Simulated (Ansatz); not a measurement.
# BiN (model cell, started as zinc blende): a soft mode frozen in, part 2 of 3

Wanted: the energy along a soft mode of BiN (model cell, started as zinc blende) and the structure at the end.

Ansatz 0.2.0; DFT PBEsol, scalar-relativistic, plane waves, PAW.

So far, highest frequency on the path or at a solved wavevector (cm⁻¹): step 2 (the dispersion) 310. Also lowest frequency on the path (cm⁻¹): step 2 -107.

The structure was built from a prototype and need not be the compound's stable phase.

## 4. The mode frozen in, largest atomic shift 0.22 Å

The atoms are moved along the unstable eigenvector, the largest shift by 0.22 Å, with the cell fixed.

input.yaml

```yaml
crystal:
  lattice:
    - [0.0, -2.7401716009, -2.7401716009]
    - [0.0, 2.7401716009, -2.7401716009]
    - [5.4803432018, 0.0, 0.0]
  atoms:
    - { symbol: Bi, position: [0.5064942682, 0.4989887799, 0.5] }
    - { symbol: Bi, position: [-0.0064942682, 0.0010112201, 0.0] }
    - { symbol: "N", position: [0.0560954831, 0.5087346067, 0.75] }
    - { symbol: "N", position: [0.4439045169, -0.0087346067, 0.25] }
kpoints:
  mp_grid: { grid: [12, 12, 8] }
hamiltonian:
  xc: pbesol
scf:
  occupations: { method: methfessel_paxton, width: 0.2 }
output:
  forces: true
  stress: true
  eigenvalues: true
```

Started as:

```console
$ ansatz run input.yaml --threads 4 --pin off --max-ram 7168MiB --backend cpu --events-out ev --progress --plain --runs-dir out
```

Numbers of over 12 decimals in the logs are rounded to 6 here.

The log of the run:

```text
[...]
Crystal: 4 atoms, lattice volume = 82.299 Å³
Basis set: ecut = 420 eV, 1611 PW (Γ), exchange–correlation on 54×54×80 points (8 copies of the dense FFT grid, shifted against one another)
Bands: 24, of which v1, the nominal top of the filled ones, is band 20 counted from 1 (19 counted from 0)
Symmetry: 2 space group operations
[...]
k-points: 370 of 1152 (time reversal used)
[...]
--- Band table (eV; the first three rows and the last of 370) ---
  k-point 0: bands = [... 16 lower, 7.8083, 7.9121, 7.9571, 9.1295, 9.4672, 12.6685, 12.9287, 13.2301]
  k-point 1: bands = [... 16 lower, 7.6993, 7.7946, 8.0674, 9.1441, 9.5142, 12.3463, 13.0464, 13.3594]
  k-point 2: bands = [... 16 lower, 7.4110, 7.4857, 8.3446, 9.1623, 9.6697, 11.6760, 13.3635, 13.6922]
  k-point 369: bands = [... 16 lower, 5.2737, 5.2737, 10.0446, 10.0446, 12.1579, 12.1579, 12.3561, 12.3561]
[key lines of the parts left out:]
SCF converged after 7 iterations
Free energy (F): -25237.778717 eV
Fermi energy:    9.826217 eV
P = ⅓ Tr σ = -0.0223 GPa (-0.223 kbar)
```

It took 18 s on 4 threads of Arm Neoverse V1, shared host; peak memory 0.78 GiB; 71 s of CPU time.

Numbers from this step:

| Item | Value |
| --- | --- |
| pressure | -0.02233 GPa |
| energy from the undistorted cell | -2.928 meV/atom |

The energy, extrapolated to zero smearing, is -2.93 meV/atom against the undistorted cell.

The run ends at a pressure of -0.02 GPa, with forces up to 0.38 eV/Å.

## 5. Energy along the mode, all amplitudes (two of the runs are shown above)

An imaginary frequency means negative curvature, so the energy should fall and then rise again as anharmonic terms take over.

This step gave:

| Property | Result |
| --- | --- |
| depth at the lowest point sampled | 2.928 meV/atom |
| largest atomic shift at that point | 0.22 Å |

Energy from the parent against largest atomic shift:

```
largest atomic shift (Å)  energy from the parent (meV/atom)
                   0.000                                  0
                   0.040                             -0.123
                   0.080                              -0.56
                   0.140                              -1.64
                   0.220                              -2.93
                   0.320                             -0.983
                   0.450                               24.1
```

Displacement at unit largest shift by atom:

```
atom  x (Å)   y (Å)   z (Å)   size
 Bi1  0.000  -0.093  -0.068  0.115
 Bi2  0.000   0.093   0.068  0.115
  N3  0.000  -0.590  -0.807  1.000
  N4  0.000   0.590   0.807  1.000
```

The lowest of the steps tried is at 0.22 Å, 2.93 meV/atom below the parent; the bottom of the well need not coincide with a step.

## 6. Relaxing from the distorted cell

Starting from the lowest point found, all atoms and the cell are let go, so that strain and other modes of the same symmetry can join in.

Edit input.yaml of step 4 so:

```diff
@@ -20 +20,6 @@
   eigenvalues: true
+relax:
+  adjacent_minimum: "off"
+  f_tol: 0.002
+  max_steps: 120
+  cell: { stress_tol: 0.03 }
```

The log of the run:

```text
[...]
Crystal: 4 atoms, lattice volume = 82.299 Å³
Basis set: ecut = 420 eV, 1611 PW (Γ), exchange–correlation on 54×54×80 points (8 copies of the dense FFT grid, shifted against one another)
Bands: 24, of which v1, the nominal top of the filled ones, is band 20 counted from 1 (19 counted from 0)
Symmetry: 2 space group operations
[...]
k-points: 370 of 1152 (time reversal used)
[...]
SCF iter   1: F=—  HF=-25237.829364 eV  |F-HF|=—  |Δ(HF+E_count)|=         —  Δρ=1.60e-2  dr2=2.81e-1  ethr=1.77e-3  ⟨swp⟩=5.2  Hψ=38454  notcnv=0
[...]
SCF iter   7: F=-25237.778717 eV  HF=-25237.778717 eV  |F-HF|=9.46e-10  |Δ(HF+E_count)|=   1.55e-8  S|Δr|=    0.00e0  Δρ=2.60e-6  dr2=6.24e-9  ethr=2.50e-10  ⟨swp⟩=5.0  Hψ=35196  notcnv=0
SCF 1 converged in 7 iterations: F = -25237.778717 eV  dr2 = 6.24e-9
[...]
relax step   1: F+E_penalty+E_count = -25237.77871717 eV  Δ(F+E_penalty+E_count) = +0.000e0 eV  max|allowed force component| = 2.800e-1 eV/Å  Δτ_max = 0.0000 Å  P = -0.022 GPa  Ω = 82.299 Å³  (7 SCF iters, dr2 threshold 1.00e-7 eV, accepted)
Crystal: 4 atoms, lattice volume = 81.140 Å³
Basis set: ecut = 420 eV, 1583 PW (Γ), exchange–correlation on 54×54×80 points (8 copies of the dense FFT grid, shifted against one another)
[...]
SCF iter   6: F=-25237.824245 eV  HF=-25237.824244 eV  |F-HF|=1.01e-7  |Δ(HF+E_count)|=   1.19e-6  S|Δr|=    0.00e0  Δρ=1.88e-5  dr2=3.42e-7  ethr=1.00e-9  ⟨swp⟩=7.0  Hψ=44726  notcnv=0
SCF 2 converged in 6 iterations: F = -25237.824245 eV  dr2 = 3.42e-7
relax step   2: F+E_penalty+E_count = -25237.82424457 eV  Δ(F+E_penalty+E_count) = -4.553e-2 eV  max|allowed force component| = 2.394e-1 eV/Å  Δτ_max = 0.0971 Å  P = -0.904 GPa  Ω = 81.140 Å³  energy of the carried Pulay correction = +1.834e-3 eV  (6 SCF iters, dr2 threshold 4.00e-7 eV, accepted)
Crystal: 4 atoms, lattice volume = 80.454 Å³
Basis set: ecut = 420 eV, 1577 PW (Γ), exchange–correlation on 54×54×80 points (8 copies of the dense FFT grid, shifted against one another)
[...]
SCF iter   6: F=-25237.863323 eV  HF=-25237.863323 eV  |F-HF|=2.36e-8  |Δ(HF+E_count)|=   3.77e-7  S|Δr|=    0.00e0  Δρ=1.02e-5  dr2=9.54e-8  ethr=1.00e-9  ⟨swp⟩=6.1  Hψ=41551  notcnv=0
SCF 3 converged in 6 iterations: F = -25237.863323 eV  dr2 = 9.54e-8
relax step   3: F+E_penalty+E_count = -25237.86332326 eV  Δ(F+E_penalty+E_count) = -3.908e-2 eV  max|allowed force component| = 3.184e-1 eV/Å  Δτ_max = 0.0539 Å  P = -1.047 GPa  Ω = 80.454 Å³  energy of the carried Pulay correction = +2.932e-3 eV  (6 SCF iters, dr2 threshold 4.00e-7 eV, accepted)
[... from here on, the SCF cycles and remarks between the steps are left out ...]
relax step   4: F+E_penalty+E_count = -25237.90903393 eV  Δ(F+E_penalty+E_count) = -4.571e-2 eV  max|allowed force component| = 3.854e-1 eV/Å  Δτ_max = 0.0600 Å  P = -1.520 GPa  Ω = 79.892 Å³  energy of the carried Pulay correction = +3.839e-3 eV  (6 SCF iters, dr2 threshold 4.00e-7 eV, accepted)
relax step   5: F+E_penalty+E_count = -25237.95653193 eV  Δ(F+E_penalty+E_count) = -4.750e-2 eV  max|allowed force component| = 4.004e-1 eV/Å  Δτ_max = 0.0547 Å  P = -1.666 GPa  Ω = 79.187 Å³  energy of the carried Pulay correction = +4.986e-3 eV  (6 SCF iters, dr2 threshold 4.00e-7 eV, accepted)
relax step   6: F+E_penalty+E_count = -25238.05692270 eV  Δ(F+E_penalty+E_count) = -1.004e-1 eV  max|allowed force component| = 2.118e-1 eV/Å  Δτ_max = 0.1080 Å  P = +1.407 GPa  Ω = 76.597 Å³  energy of the carried Pulay correction = +9.286e-3 eV  (6 SCF iters, dr2 threshold 4.00e-7 eV, accepted)
relax step   7: F+E_penalty+E_count = -25238.05189738 eV  Δ(F+E_penalty+E_count) = +5.025e-3 eV  max|allowed force component| = 6.162e-1 eV/Å  Δτ_max = 0.1878 Å  P = +0.108 GPa  Ω = 76.900 Å³  energy of the carried Pulay correction = +8.775e-3 eV  (6 SCF iters, dr2 threshold 4.00e-7 eV, rejected (line search))
relax step   8: F+E_penalty+E_count = -25238.11912504 eV  Δ(F+E_penalty+E_count) = -6.220e-2 eV  max|allowed force component| = 2.252e-1 eV/Å  Δτ_max = 0.0871 Å  P = +0.397 GPa  Ω = 78.035 Å³  energy of the carried Pulay correction = +6.882e-3 eV  (11 SCF iters, accepted)
relax step   9: F+E_penalty+E_count = -25238.18773515 eV  Δ(F+E_penalty+E_count) = -6.861e-2 eV  max|allowed force component| = 1.463e-1 eV/Å  Δτ_max = 0.0950 Å  P = +0.200 GPa  Ω = 78.943 Å³  energy of the carried Pulay correction = +5.385e-3 eV  (6 SCF iters, dr2 threshold 4.00e-7 eV, accepted)
relax step  10: F+E_penalty+E_count = -25238.26659349 eV  Δ(F+E_penalty+E_count) = -7.886e-2 eV  max|allowed force component| = 2.261e-1 eV/Å  Δτ_max = 0.1472 Å  P = -0.451 GPa  Ω = 80.198 Å³  energy of the carried Pulay correction = +3.346e-3 eV  (6 SCF iters, dr2 threshold 4.00e-7 eV, accepted)
relax step  11: F+E_penalty+E_count = -25238.40255714 eV  Δ(F+E_penalty+E_count) = -1.360e-1 eV  max|allowed force component| = 2.341e-1 eV/Å  Δτ_max = 0.2000 Å  P = -0.556 GPa  Ω = 80.871 Å³  energy of the carried Pulay correction = +2.264e-3 eV  (7 SCF iters, dr2 threshold 4.00e-7 eV, accepted)
relax step  12: F+E_penalty+E_count = -25238.47705200 eV  Δ(F+E_penalty+E_count) = -7.449e-2 eV  max|allowed force component| = 5.248e-1 eV/Å  Δτ_max = 0.1916 Å  P = -3.327 GPa  Ω = 82.113 Å³  energy of the carried Pulay correction = +2.928e-4 eV  (6 SCF iters, dr2 threshold 4.00e-7 eV, accepted)
relax step  13: F+E_penalty+E_count = -25238.53725533 eV  Δ(F+E_penalty+E_count) = -6.020e-2 eV  max|allowed force component| = 3.484e-1 eV/Å  Δτ_max = 0.1651 Å  P = -5.038 GPa  Ω = 81.778 Å³  energy of the carried Pulay correction = +8.208e-4 eV  (6 SCF iters, dr2 threshold 4.00e-7 eV, accepted)
relax step  14: F+E_penalty+E_count = -25238.60285528 eV  Δ(F+E_penalty+E_count) = -6.560e-2 eV  max|allowed force component| = 3.599e-1 eV/Å  Δτ_max = 0.0952 Å  P = -1.066 GPa  Ω = 79.184 Å³  energy of the carried Pulay correction = +4.990e-3 eV  (6 SCF iters, dr2 threshold 4.00e-7 eV, accepted)
relax step  15: F+E_penalty+E_count = -25238.65411478 eV  Δ(F+E_penalty+E_count) = -5.126e-2 eV  max|allowed force component| = 1.700e-1 eV/Å  Δτ_max = 0.1029 Å  P = +0.514 GPa  Ω = 74.919 Å³  energy of the carried Pulay correction = +1.215e-2 eV  (6 SCF iters, dr2 threshold 4.00e-7 eV, accepted)
[...]
relax step  22: F+E_penalty+E_count = -25238.68468450 eV  Δ(F+E_penalty+E_count) = -3.111e-3 eV  max|allowed force component| = 4.528e-2 eV/Å  Δτ_max = 0.0433 Å  P = +0.187 GPa  Ω = 73.959 Å³  energy of the carried Pulay correction = -2.663e-4 eV  (6 SCF iters, dr2 threshold 6.94e-8 eV, accepted)
relax step  23: F+E_penalty+E_count = -25238.70017955 eV  Δ(F+E_penalty+E_count) = -1.550e-2 eV  max|allowed force component| = 1.623e-1 eV/Å  Δτ_max = 0.0706 Å  P = +0.765 GPa  Ω = 73.896 Å³  energy of the carried Pulay correction = +1.082e-4 eV  (6 SCF iters, dr2 threshold 1.33e-7 eV, accepted)
relax step  24: F+E_penalty+E_count = -25238.72560496 eV  Δ(F+E_penalty+E_count) = -2.543e-2 eV  max|allowed force component| = 1.879e-1 eV/Å  Δτ_max = 0.0871 Å  P = +1.248 GPa  Ω = 73.394 Å³  energy of the carried Pulay correction = +1.364e-3 eV  (6 SCF iters, dr2 threshold 4.00e-7 eV, accepted)
relax step  25: F+E_penalty+E_count = -25238.74570248 eV  Δ(F+E_penalty+E_count) = -2.010e-2 eV  max|allowed force component| = 1.575e-2 eV/Å  Δτ_max = 0.0403 Å  P = -0.292 GPa  Ω = 74.410 Å³  energy of the carried Pulay correction = -6.028e-4 eV  (6 SCF iters, dr2 threshold 4.00e-7 eV, accepted)
relax step  26: F+E_penalty+E_count = -25238.74723701 eV  Δ(F+E_penalty+E_count) = -1.535e-3 eV  max|allowed force component| = 3.556e-2 eV/Å  Δτ_max = 0.0145 Å  P = +0.062 GPa  Ω = 73.893 Å³  energy of the carried Pulay correction = +4.172e-4 eV  (5 SCF iters, dr2 threshold 4.00e-7 eV, accepted)
relax step  27: F+E_penalty+E_count = -25238.74729739 eV  Δ(F+E_penalty+E_count) = -6.038e-5 eV  max|allowed force component| = 1.826e-3 eV/Å  Δτ_max = 0.0059 Å  P = +0.059 GPa  Ω = 74.125 Å³  energy of the carried Pulay correction = -2.629e-5 eV  (5 SCF iters, dr2 threshold 1.24e-7 eV, accepted)
relax step  28: F+E_penalty+E_count = -25238.74705354 eV  Δ(F+E_penalty+E_count) = +2.438e-4 eV  max|allowed force component| = 7.906e-3 eV/Å  Δτ_max = 0.0017 Å  P = -0.070 GPa  Ω = 74.263 Å³  energy of the carried Pulay correction = -2.820e-4 eV  (4 SCF iters, dr2 threshold 1.64e-8 eV, accepted)
relax step  29: F+E_penalty+E_count = -25238.74714556 eV  Δ(F+E_penalty+E_count) = -9.202e-5 eV  max|allowed force component| = 1.274e-4 eV/Å  Δτ_max = 0.0005 Å  P = -0.002 GPa  Ω = 74.220 Å³  energy of the carried Pulay correction = -2.022e-4 eV  (4 SCF iters, dr2 threshold 1.49e-8 eV, accepted)
relax step  30: F+E_penalty+E_count = -25238.77606531 eV  Δ(F+E_penalty+E_count) = -2.892e-2 eV  max|allowed force component| = 2.850e-3 eV/Å  Δτ_max = 0.0000 Å  P = +0.406 GPa  Ω = 74.220 Å³  stress off target by 1.15e0 GPa  SCF on the basis re-selected at this cell (its energy is not comparable with the rows above)  (7 SCF iters)
relax step  31: F+E_penalty+E_count = -25238.78356796 eV  Δ(F+E_penalty+E_count) = -7.503e-3 eV  max|allowed force component| = 3.196e-3 eV/Å  Δτ_max = 0.0146 Å  P = +0.256 GPa  Ω = 75.483 Å³  energy of the carried Pulay correction = -2.491e-3 eV  (5 SCF iters, dr2 threshold 4.00e-7 eV, accepted)
relax step  32: F+E_penalty+E_count = -25238.78191182 eV  Δ(F+E_penalty+E_count) = +1.656e-3 eV  max|allowed force component| = 5.295e-2 eV/Å  Δτ_max = 0.0168 Å  P = -0.369 GPa  Ω = 77.369 Å³  energy of the carried Pulay correction = -6.701e-3 eV  (5 SCF iters, dr2 threshold 4.00e-7 eV, accepted)
relax step  33: F+E_penalty+E_count = -25238.78325047 eV  Δ(F+E_penalty+E_count) = -1.339e-3 eV  max|allowed force component| = 8.622e-3 eV/Å  Δτ_max = 0.0008 Å  P = -0.013 GPa  Ω = 77.068 Å³  energy of the carried Pulay correction = -5.989e-3 eV  (4 SCF iters, dr2 threshold 4.00e-7 eV, accepted)
relax step  34: F+E_penalty+E_count = -25238.78354258 eV  Δ(F+E_penalty+E_count) = -2.921e-4 eV  max|allowed force component| = 8.827e-4 eV/Å  Δτ_max = 0.0017 Å  P = -0.004 GPa  Ω = 76.955 Å³  energy of the carried Pulay correction = -5.725e-3 eV  (5 SCF iters, dr2 threshold 4.65e-9 eV, accepted)
relax step  35: F+E_penalty+E_count = -25238.79149274 eV  Δ(F+E_penalty+E_count) = -7.950e-3 eV  max|allowed force component| = 1.791e-3 eV/Å  Δτ_max = 0.0000 Å  P = +0.034 GPa  Ω = 76.955 Å³  stress off target by 1.95e-1 GPa  SCF on the basis re-selected at this cell (its energy is not comparable with the rows above)  (7 SCF iters)
relax step  36: F+E_penalty+E_count = -25238.79129359 eV  Δ(F+E_penalty+E_count) = +1.991e-4 eV  max|allowed force component| = 1.547e-3 eV/Å  Δτ_max = 0.0040 Å  P = +0.048 GPa  Ω = 77.336 Å³  energy of the carried Pulay correction = -6.979e-4 eV  (5 SCF iters, dr2 threshold 9.46e-8 eV, accepted)
relax step  37: F+E_penalty+E_count = -25238.79083282 eV  Δ(F+E_penalty+E_count) = +4.608e-4 eV  max|allowed force component| = 3.549e-3 eV/Å  Δτ_max = 0.0031 Å  P = -0.021 GPa  Ω = 77.610 Å³  energy of the carried Pulay correction = -1.210e-3 eV  (5 SCF iters, dr2 threshold 1.23e-8 eV, accepted)
relax step  38: F+E_penalty+E_count = -25238.79089890 eV  Δ(F+E_penalty+E_count) = -6.608e-5 eV  max|allowed force component| = 5.053e-4 eV/Å  Δτ_max = 0.0005 Å  P = +0.000 GPa  Ω = 77.580 Å³  energy of the carried Pulay correction = -1.154e-3 eV  (4 SCF iters, dr2 threshold 8.44e-9 eV, accepted)
[...]
SCF iter   5: F=-25238.792117 eV  HF=-25238.792117 eV  |F-HF|=0.00e0  |Δ(HF+E_count)|=  2.36e-10  S|Δr|=    0.00e0  Δρ=9.37e-8  dr2=1.35e-11  ethr=1.00e-12  ⟨swp⟩=7.2  Hψ=45879  notcnv=0
SCF 39 converged in 5 iterations: F = -25238.792117 eV  dr2 = 1.35e-11
relax step  39: F+E_penalty+E_count = -25238.79211745 eV  Δ(F+E_penalty+E_count) = -1.219e-3 eV  max|allowed force component| = 5.499e-4 eV/Å  Δτ_max = 0.0000 Å  P = +0.003 GPa  Ω = 77.580 Å³  stress off target by 2.64e-2 GPa  SCF on the basis re-selected at this cell (its energy is not comparable with the rows above)  (5 SCF iters)
[...]
SCF converged after 5 iterations
[...]
Free energy (F): -25238.792117 eV
[...]
Internal energy: -25238.798108 eV  (E = F + TS)
E sigma→0 (E₀):  -25238.793615 eV
Entropy (-TS):   0.005991 eV (1.498 meV/atom)
Fermi energy:    10.228629 eV
Step filling:    the computed levels leave a gap of 0.1293 eV = 0.6 smearing widths at the electron count; against every level under it full and every level over it empty, smearing changes F+E_penalty+E_count by +2.384 meV and its σ→0 estimate by +0.886 meV
[...]
--- Forces (eV/Å), atoms counted from 1 ---
  atom   1  Bi    -0.00007485     0.00044849     0.00042654
  atom   2  Bi    -0.00007485    -0.00044849    -0.00042654
  atom   3  N      0.00007488     0.00054990     0.00051618
  atom   4  N      0.00007488    -0.00054990    -0.00051618
  max |Σ_I F_I| component: 6.93e-8 eV/Å
--- Stress (GPa, compression-positive) ---
       -0.008244       0.000000       0.000000
        0.000000       0.008557       0.017628
        0.000000       0.017628       0.009020
  P = ⅓ Tr σ = 0.0031 GPa (0.031 kbar)
--- Band table (eV; the first three rows and the last of 370) ---
  k-point 0: bands = [... 16 lower, 8.5080, 8.9104, 9.1009, 9.7806, 12.4914, 13.1478, 14.4758, 14.7154]
  k-point 1: bands = [... 16 lower, 7.7458, 8.9697, 9.5326, 9.7367, 12.5936, 12.7299, 14.5779, 15.1031]
  k-point 2: bands = [... 16 lower, 7.1774, 8.6074, 9.3863, 9.5638, 12.2946, 13.6099, 14.3142, 15.7263]
  k-point 369: bands = [... 16 lower, 6.8049, 6.8049, 10.1389, 10.1389, 13.7058, 13.7058, 14.2303, 14.2303]
--- Relaxed structure (35 steps of the walk, 34 accepted, 4 SCFs on fresh bases) ---
  F+E_penalty+E_count = -25238.79211745 eV   max|allowed force component| = 5.499e-4 eV/Å   (the final SCF, on the basis selected at the relaxed cell)
  cell:  # Å, volume = 77.5801 Å³
    - [0.0, -3.434102, -3.434076]
    - [0.0, 2.562484, -2.562458]
    - [4.408083, 0.0, 0.0]
  atoms:
    - { symbol: Bi, position: [0.471889, 0.500002, 0.375003] }
    - { symbol: Bi, position: [0.028111, -2.2144161368371773e-6, -0.124997] }
    - { symbol: N, position: [0.296952, 0.500000, 0.874997] }
    - { symbol: N, position: [0.203048, -3.621050229385414e-7, 0.374997] }
```

Run time: 12 min. Hardware: 4 threads; peak memory 0.98 GiB.

The steps of the relaxation (22 of 39):

```
step  energy less that of the first step (eV)  largest force component (eV/Å)  pressure (GPa)  volume (Å³)
   1                                   0.0000                          0.2800           -0.02        82.30
   3                                  -0.0846                          0.3184           -1.05        80.45
   5                                  -0.1778                          0.4004           -1.67        79.19
   6                                  -0.2782                          0.2118            1.41        76.60
   8                                  -0.3404                          0.2252            0.40        78.03
  10                                  -0.4879                          0.2261           -0.45        80.20
  12                                  -0.6983                          0.5248           -3.33        82.11
  14                                  -0.8241                          0.3599           -1.07        79.18
  15                                  -0.8754                          0.1700            0.51        74.92
  17                                  -0.9038                          0.0498           -0.27        74.13
  19                                  -0.9059                          0.0004            0.00        73.71
  21                                  -0.9029                          0.0115            0.08        73.67
  23                                  -0.9215                          0.1623            0.77        73.90
  25                                  -0.9670                          0.0158           -0.29        74.41
  26                                  -0.9685                          0.0356            0.06        73.89
  28                                  -0.9683                          0.0079           -0.07        74.26
 30*                                  -0.9973                          0.0029            0.41        74.22
  32                                  -1.0032                          0.0530           -0.37        77.37
  34                                  -1.0048                          0.0009            0.00        76.96
 35*                                  -1.0128                          0.0018            0.03        76.96
  37                                  -1.0121                          0.0035           -0.02        77.61
 39*                                  -1.0134                          0.0006            0.00        77.58
```

Relaxation steps marked * repeat the geometry before them on a plane-wave basis chosen anew for their cell, so energy and pressure can jump there. Other such steps can lie between the rows shown. Relaxation step 7 was tried and not accepted.

The run keeps the 2 symmetry operations that it works with, so distortions that break them were not tested.

```
     cell as run  before  after   change
           a (Å)   3.875  4.857  +25.3 %
           b (Å)   3.875  3.624   -6.5 %
           c (Å)   5.480  4.408  -19.6 %
volume (Å³/atom)   20.57  19.40   -5.7 %
```

The atoms that moved most (Å, as changes of fractional coordinates times the final cell):

```
atom      dx      dy      dz  length
  N3   0.551  -0.850  -0.805   1.293
  N4   0.551   0.850   0.805   1.293
 Bi2  -0.551  -0.121  -0.116   0.576
 Bi1  -0.551   0.121   0.116   0.576
```

The relaxed structure:

```
Bi N
1.0
     0.00000   -3.43410   -3.43408
     0.00000    2.56248   -2.56246
     4.40808    0.00000    0.00000
Bi N
2 2
Direct
  0.47189 0.50000 0.37500
  0.02811 0.00000 0.87500
  0.29695 0.50000 0.87500
  0.20305 0.00000 0.37500
```

Numbers from this step:

```
pressure          : 0.003111 GPa
volume per atom   : 19.40 Å³
gap on the k-mesh : 0.1293 eV
```

The distorted start has space group P2_1; the relaxation ends in Pmmn.

(Continued in part 3 of 3.)

[Logs are printed without paths, hosts, clocks, repeated set-up lines and the standing remarks that a program may print on its own settings, such as how far it seeks lower states.]

[Hosts, paths, dates, database ids (printed as entryN), source tags and the programs' standing remarks are cut or masked in the printed files.]
